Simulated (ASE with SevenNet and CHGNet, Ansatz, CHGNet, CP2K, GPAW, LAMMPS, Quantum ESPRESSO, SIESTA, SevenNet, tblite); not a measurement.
**Running amorphous Hg30S21Se9 (60 atoms) with machine-learned potentials**

Wanted: machine-learned potentials inputs and outputs for amorphous Hg30S21Se9 (60 atoms), checked against a plane-wave reference.

Program: ASE with SevenNet and CHGNet. Level of theory: the method is named at each step. Results are calculated unless marked as measured.

## (1) The starting structure

The cell holds 60 atoms: 30 Hg, 21 S and 9 Se. Cell: a = 11.895 Å, b = 11.895 Å, c = 11.895 Å, α = 90.0°, β = 90.0°, γ = 90.0°. 60 atoms (30 Hg, 21 S, 9 Se) placed at random at 7.3 g/cm³, melted at 2500 K for 10 ps at fixed volume with the Stillinger-Weber II-VI potential (Zhou et al., Phys. Rev. B 88, 085309 (2013)). Quenched from 2500 K to 300 K at 3 K/ps and fixed volume, held 5 ps, then minimised at fixed cell.

The yardstick, on the same geometry:

| Property | Result |
| --- | --- |
| method | Kohn-Sham DFT, PBE, PAW, plane waves (Ansatz 0.2.0); cutoff 420 eV, Γ point, fermi-dirac smearing of 0.05 eV; PAW set soft_2 |
| r.m.s. force component | 0.4119 eV/Å |
| longest force | 1.588 eV/Å |
| pressure | 0.5219 GPa |
| SCF cycles | 12 |
| time | 21 s on 8 threads of Arm Neoverse V1, shared host |
| CPU time | 2.3 min |

## (2) SevenNet l3i5 potential

Method: machine-learned interatomic potential SevenNet l3i5, trained on PBE(+U) plane-wave data.

File run.py:

```python
import numpy as np
from ase.io import read
import mlip  # loads the published weights by name

atoms = read("structure.xyz")
atoms.calc = mlip.calc("7net-l3i5")
energy = atoms.get_potential_energy()
forces = atoms.get_forces()
print(f"energy {energy:.6f} eV")
print("forces (eV/A)")
for i, (a, f) in enumerate(zip(atoms, forces)):
    print(f"{i:4d} {a.symbol:2s} {f[0]:10.5f} {f[1]:10.5f} {f[2]:10.5f}")
stress = -atoms.get_stress(voigt=False) * 160.21766
print("stress (GPa, compression positive)")
for row in stress:
    print(" ".join(f"{x:10.4f}" for x in row))
```

File structure.xyz:

```xyz
60
Lattice="11.89490 0.00000 0.00000 0.00000 11.89490 0.00000 0.00000 0.00000 11.89490" Properties=species:S:1:pos:R:3 pbc="T T T"
Hg 0.83276 9.35986 2.53980
Hg 0.79327 8.09983 11.57005
Hg 11.37628 5.57776 9.04072
Hg 5.98076 11.54804 1.72500
Hg 8.80020 7.82673 8.88394
Hg 8.66056 10.01313 6.26730
Hg 6.15050 7.40136 3.16678
Hg 9.41600 1.40384 11.68638
Hg 5.12266 7.36996 11.20916
Hg 3.81065 3.01191 2.96897
Hg 5.10267 11.15504 4.70550
Hg 8.93723 5.25992 0.05495
Hg 5.26516 7.16454 7.00443
Hg 0.83895 0.70763 5.71847
Hg 10.32144 6.74274 3.95137
Hg 10.14207 3.25873 6.25577
Hg 9.15753 9.14456 0.66718
Hg 0.13049 3.55087 2.25765
Hg 1.53111 5.09459 5.32261
Hg 1.79351 2.47188 9.73157
Hg 9.44324 0.22862 3.60606
Hg 4.97492 2.75355 10.95925
Hg 7.27088 4.10778 8.85920
Hg 7.63272 3.53302 3.27169
Hg 11.31812 11.07927 8.77463
Hg 1.68313 11.83804 0.65553
Hg 0.54871 8.15752 6.31512
Hg 3.53136 10.67805 8.76559
Hg 7.02989 0.90592 7.97113
Hg 4.83314 3.15536 6.60333
S 11.14112 2.04616 4.22174
S 7.47487 3.23494 5.88631
S 11.23461 10.38449 6.15716
S 5.65591 4.91842 2.39777
S 5.19165 8.74085 9.01931
S 10.95925 5.76106 6.39506
S 6.34343 5.05569 11.38687
S 9.74228 4.76058 2.44619
S 7.63438 10.30622 8.67376
S 7.93426 1.32307 1.92019
S 10.21665 9.67329 3.06389
S 7.77617 6.15442 7.11125
S 2.74844 6.44953 11.81152
S 4.65412 8.55933 4.90082
S 2.24766 5.10374 2.52077
S 1.92614 4.97266 9.45062
S 8.16204 7.93568 4.72132
S 7.42063 0.19353 5.35532
S 10.23806 7.26909 11.00124
S 3.48437 5.27574 7.02156
S 1.97907 7.70159 4.16345
Se 6.50377 8.94508 1.05222
Se 0.18390 2.04081 0.06055
Se 1.44142 10.37104 10.34333
Se 3.45452 1.35923 5.14228
Se 4.33379 1.40407 8.66948
Se 3.99086 1.24361 1.01345
Se 9.68126 3.55705 9.88918
Se 9.30300 10.92392 10.54090
Se 11.68507 1.75652 8.12101
```

Started as:

```bash
OMP_NUM_THREADS=1 python run.py > output.txt
```

The log of the run:

```text
energy -120.216736 eV
forces (eV/A)
   0 Hg    0.24774    0.26754   -0.30342
   1 Hg    0.60425   -0.45175    0.24002
   2 Hg    0.47080   -0.35551    0.04075
   3 Hg    0.06866   -0.57239   -0.07348
   4 Hg   -0.44814   -0.62740   -0.56196
   5 Hg   -0.42478   -0.26322   -0.24400
   6 Hg   -0.30025   -0.58092    0.16794
   7 Hg    0.09473    0.18025    0.08343
   8 Hg   -0.59024    0.07850   -0.30444
   9 Hg   -0.31575    0.56038    0.19129
  10 Hg    0.05864   -0.73045    0.09778
  11 Hg   -0.13438   -0.46840    0.20292
  12 Hg    0.27255   -0.00787   -0.05087
  13 Hg    0.30572    0.23938    0.22083
  14 Hg   -0.59421    0.21218    0.06758
  15 Hg   -0.35517   -0.06849    0.06678
  16 Hg    0.19876    0.21507    0.73397
  17 Hg    0.78654    0.42117   -0.17280
  18 Hg    0.15553    0.17772   -0.37514
  19 Hg   -0.07954    0.34462   -0.14289
  20 Hg    0.34583   -0.36393   -0.01857
  21 Hg    0.35149    0.51875   -0.02440
  22 Hg   -0.09789    0.41482   -0.09546
  23 Hg   -0.57438    0.27333    0.39085
[...]
52 Se    0.04614   -0.03205    0.33742
  53 Se   -0.16541   -0.16944   -0.28858
  54 Se   -0.19975   -0.36660   -0.54311
  55 Se   -0.19046   -0.29900    0.39082
  56 Se    0.17091   -0.17903    0.06455
  57 Se   -0.30522    0.01820    0.31515
  58 Se   -0.48219   -0.03267   -0.77428
  59 Se    0.09416   -0.11033   -0.71788
stress (GPa, compression positive)
    0.2902    -0.1875     0.0778
   -0.1875     0.2207    -0.1554
    0.0778    -0.1554     0.6198
```

Run time: 9.9 s. Hardware: 1 thread of Arm Neoverse V1, shared host; peak memory 0.91 GiB.

Banners, paths, timers and routine set-up lines are dropped from the logs unmarked, and long logs keep their key lines alone; longer cuts are marked.

Numbers from this run, and their distance from the reference:

| Property | Result |
| --- | --- |
| r.m.s. force component | 0.3878 eV/Å |
| r.m.s. difference of force components | 146.1 meV/Å |
| longest difference of force vectors | 564.4 meV/Å |
| force difference over r.m.s. force | 35.46 % |
| slope of forces against the reference's | 0.8805 |
| correlation of force components | 0.935 |
| pressure | 0.3769 GPa |
| pressure difference | -0.145 GPa |

Length of the force difference by element (eV/Å):

| element | atoms | mean | most |
| --- | --- | --- | --- |
| Hg | 30 | 0.18 | 0.41 |
| S | 21 | 0.28 | 0.56 |
| Se | 9 | 0.22 | 0.49 |

Local excerpt of 11 atoms (numbers count through the whole input) about Hg24, picked at random; x, y, z are measured from there.

```
atom      x      y      z  distance (Å)  bonds     Fx     Fy  Fz (eV/Å)
Hg24   0.00   0.00   0.00          0.00      4  -0.57   0.27       0.39
 S34  -1.98   1.39  -0.87          2.57      3   0.43   0.29       0.45
 S38   2.11   1.23  -0.83          2.58      4   0.10   0.33      -0.52
 S40   0.30  -2.21  -1.35          2.61      4   0.01   0.20      -0.58
 S32  -0.16  -0.30   2.61          2.64      3   0.00   0.19      -0.07
Hg21   1.81  -3.30   0.33          3.78      4   0.35  -0.36      -0.02
Hg10  -3.82  -0.52  -0.30          3.87      4  -0.32   0.56       0.19
Hg12   1.30   1.73  -3.22          3.88      4  -0.13  -0.47       0.20
Hg16   2.51  -0.27   2.98          3.91      4  -0.36  -0.07       0.07
 S31   3.51  -1.49   0.95          3.93      4   0.07  -0.28      -0.02
 S48  -0.21  -3.34   2.08          3.94      4   0.02  -0.31       0.12
```

Atoms are counted from 1 here, from 0 in the log.

Forces lie 35 % from the reference's, at 0.062 times its CPU time (on 1 against 8 cores).

## (3) CHGNet 0.3.0 potential

Method: machine-learned interatomic potential CHGNet 0.3.0, trained on PBE(+U) plane-wave data.

Changes to run.py since step 2:

```diff
@@ -5,3 +5,3 @@
 atoms = read("structure.xyz")
-atoms.calc = mlip.calc("7net-l3i5")
+atoms.calc = mlip.calc("chgnet-0.3.0")
 energy = atoms.get_potential_energy()
```

structure.xyz is that of step 2.

The log of the run:

```text
CHGNet v0.3.0 initialized with 412,525 parameters
CHGNet will run on cpu
energy -140.457352 eV
forces (eV/A)
   0 Hg   -0.15919   -0.33212    0.69955
   1 Hg    0.68347   -0.71541    0.02990
   2 Hg    0.52615   -0.34556    0.00356
   3 Hg    0.16759   -0.33741   -0.23144
   4 Hg   -0.41314   -0.44318   -0.48195
   5 Hg   -0.22724   -0.37996   -0.24536
   6 Hg   -0.18948   -0.52461    0.22852
   7 Hg    0.05045    0.29779   -0.04426
   8 Hg   -0.50097   -0.17775   -0.15355
   9 Hg   -0.16100    0.69832    0.22155
  10 Hg    0.06027   -0.45000    0.35318
  11 Hg   -0.31073   -0.26190    0.05657
  12 Hg    0.29705   -0.04336   -0.12003
  13 Hg    0.21960    0.05486    0.05613
  14 Hg   -0.55079    0.32268   -0.04105
  15 Hg   -0.19215   -0.05365    0.06546
  16 Hg    0.08613    0.09600    0.52948
  17 Hg    0.72011    0.40453   -0.09915
  18 Hg    0.38896    0.25568   -0.48861
  19 Hg   -0.11449    0.42206   -0.11069
  20 Hg    0.33264   -0.43059   -0.12321
  21 Hg    0.28809    0.35087    0.01056
  22 Hg    0.34552    0.72736   -0.17374
  23 Hg   -0.61092    0.31120    0.32398
[...]
52 Se   -0.05235   -0.13163    0.21551
  53 Se    0.15287   -0.14225    0.00018
  54 Se   -0.20098   -0.25382   -0.26800
  55 Se    0.17694   -0.30881    0.35962
  56 Se    0.18290   -0.15600   -0.20391
  57 Se   -0.41255    0.16392    0.22351
  58 Se    0.07060    0.05580    0.06278
  59 Se    0.07066   -0.14841   -0.52688
stress (GPa, compression positive)
   -0.2654     0.0752     0.0228
    0.0752    -0.2742    -0.0501
    0.0228    -0.0501     0.1458
```

Run time: 5.2 s. Hardware: 1 thread; peak memory 0.6 GiB.

Numbers from this run, and their distance from the reference:

- r.m.s. force component: 0.3375 eV/Å
- r.m.s. difference of force components: 254.7 meV/Å
- longest difference of force vectors: 1231 meV/Å
- force difference over r.m.s. force: 61.83 %
- slope of forces against the reference's: 0.6446
- correlation of force components: 0.7866
- pressure: -0.1313 GPa
- pressure difference: -0.6532 GPa

Against the first run (35 %), the force difference from the reference is 62 %, at 0.41 times the CPU time.

## (4) CHGNet r2SCAN potential

Method: machine-learned interatomic potential CHGNet r2SCAN, trained on r2SCAN plane-wave data.

Changes to run.py since step 3:

```diff
@@ -5,3 +5,3 @@
 atoms = read("structure.xyz")
-atoms.calc = mlip.calc("chgnet-0.3.0")
+atoms.calc = mlip.calc("chgnet-r2scan")
 energy = atoms.get_potential_energy()
```

structure.xyz is that of step 3.

The log of the run:

```text
CHGNet vr2scan initialized with 412,525 parameters
CHGNet will run on cpu
energy -1783.244873 eV
forces (eV/A)
   0 Hg   -0.09272   -0.29553    0.48909
   1 Hg    0.61289   -0.47265    0.03623
   2 Hg    0.41009   -0.32077    0.00683
   3 Hg    0.04713   -0.20829   -0.13803
   4 Hg   -0.27509   -0.35966   -0.33482
   5 Hg   -0.16061   -0.18715   -0.18465
   6 Hg   -0.14468   -0.22949    0.16724
   7 Hg    0.08151    0.13120   -0.07012
   8 Hg   -0.45232   -0.16978   -0.06713
   9 Hg   -0.14581    0.55234    0.05009
  10 Hg    0.03238   -0.27308    0.21624
  11 Hg   -0.14560   -0.17393   -0.03234
  12 Hg    0.17410   -0.01218   -0.08245
  13 Hg    0.09833    0.06366    0.04996
  14 Hg   -0.43054    0.20809    0.00980
  15 Hg   -0.13209    0.01449   -0.01676
  16 Hg   -0.01853    0.06267    0.30109
  17 Hg    0.48931    0.34484   -0.07243
  18 Hg    0.31638    0.23364   -0.35342
  19 Hg   -0.08988    0.36621   -0.09016
  20 Hg    0.13184   -0.20534   -0.10632
  21 Hg    0.10938    0.16697    0.02840
  22 Hg    0.29532    0.51056   -0.13757
  23 Hg   -0.43732    0.26781    0.18472
[...]
52 Se    0.00391   -0.14031    0.18398
  53 Se    0.07743   -0.03793   -0.01240
  54 Se   -0.11209   -0.11485   -0.18252
  55 Se    0.19851   -0.13709    0.24434
  56 Se    0.14967   -0.03372   -0.11955
  57 Se   -0.35488    0.24807    0.14659
  58 Se    0.01436    0.05594   -0.01057
  59 Se    0.14067   -0.19616   -0.35134
stress (GPa, compression positive)
   -1.2698     0.1469    -0.0126
    0.1469    -1.3352    -0.0103
   -0.0126    -0.0103    -0.9217
```

It took 3.1 s on 1 thread; peak memory 0.61 GiB.

Against the reference:

```yaml
r_m_s_force_component: 0.263 eV/Å
r_m_s_difference_of_force_components: 291.7 meV/Å
longest_difference_of_force_vectors: 1241 meV/Å
force_difference_over_r_m_s_force: 70.82 %
slope_of_forces_against_the_reference_s: 0.4531
correlation_of_force_components: 0.7096
pressure: -1.176 GPa
pressure_difference: -1.698 GPa
```

Against the first run (35 %), the force difference from the reference is 71 %, at 0.35 times the CPU time; this potential was trained at another functional than the reference's, which explains only part of so large a difference.

## (5) All runs compared

Differences are against the plane-wave reference, forces as r.m.s. over components; share is that over the reference's r.m.s. force, slope the least-squares factor from reference forces to these. Total energies of different programs have different zeros and aren't compared.

```csv
run,"Δ force, r.m.s. (meV/Å)",share (%),slope,Δ pressure (GPa),cores,CPU time,memory (GiB)
reference,-,-,-,-,8,2.3 min,2.6
SevenNet l3i5 potential,146,35.5,0.880,-0.145,1,8.6 s,0.91
CHGNet 0.3.0 potential,255,61.8,0.645,-0.653,1,3.5 s,0.6
CHGNet r2SCAN potential,292,70.8,0.453,-1.70,1,3.1 s,0.61
```

Times of the machine-learned potentials are mostly Python's start and the loading of weights.

CPU time is summed over cores on a shared host, where runs went side by side, so it is rough. Symmetry, cutoffs, thresholds, outputs and thread counts weren't matched or tuned between programs; memory under MPI is the largest rank's times the ranks.

## (6) Outcome

```yaml
nearest_in_forces: SevenNet l3i5 potential, 35 %
its_cpu_time: 8.6 s
```

In words: Machine-learned potentials differ by 35 % (SevenNet l3i5 potential) to 71 % (CHGNet r2SCAN potential); they were trained on other programs' data, some at another functional. Among those trained on PBE data the slope goes as low as 0.64, with a correlation of 0.79, so directions differ as well as sizes. Machine-learned potentials mimic data converged in k, so the reference's own k-point error enters their differences. The quench rate of 3 K/ps is many orders above laboratory rates, so the cell is likely richer in defects and strain than a real sample. The network of bonds at the start is that of the classical potential that made the cell, and needn't be the one that DFT or experiment would give. The electronic-structure runs sample only Γ, in a cell whose shortest periodic width is 12 Å, which is coarse for a cell with partly filled levels. Spin–orbit coupling is left out, which matters for the levels of the heavy elements.

[Also dropped from logs without a mark: logging warnings of Python, and SIESTA's first energy breakdown and zero terms.]

[Logs are printed without paths, hosts, clocks, repeated set-up lines and the standing remarks that a program may print on its own settings, such as how far it seeks lower states.]

[Hosts, paths, dates, database ids (printed as entryN), source tags and the programs' standing remarks are cut or masked in the printed files.]
